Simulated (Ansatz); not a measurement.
Reflectivity of Al2Pt (Fm-3m) at normal incidence (Ansatz, r2SCAN, independent particles, without spin-orbit coupling, line width 0.15 eV (Gaussian), carrier damping 0.03 eV):

| E (eV) | R (%) |
| --- | --- |
| 1.00 | 89.1 |
| 1.25 | 89.5 |
| 1.50 | 90.7 |
| 1.75 | 90.1 |
| 2.00 | 88.4 |
| 2.25 | 85.5 |
| 2.50 | 79.0 |
| 2.75 | 59.7 |
| 3.00 | 31.9 |
| 3.25 | 17.3 |
| 3.50 | 18.9 |
| 3.75 | 28.3 |
| 4.00 | 36.1 |
| 4.25 | 40.7 |
| 4.50 | 44.5 |
| 4.75 | 48.6 |
| 5.00 | 50.4 |

What colour would a polished face show in daylight?

Yellow-green: CIE x = 0.340, y = 0.372, luminous reflectivity 85 % under D65, from the mean over the axes.
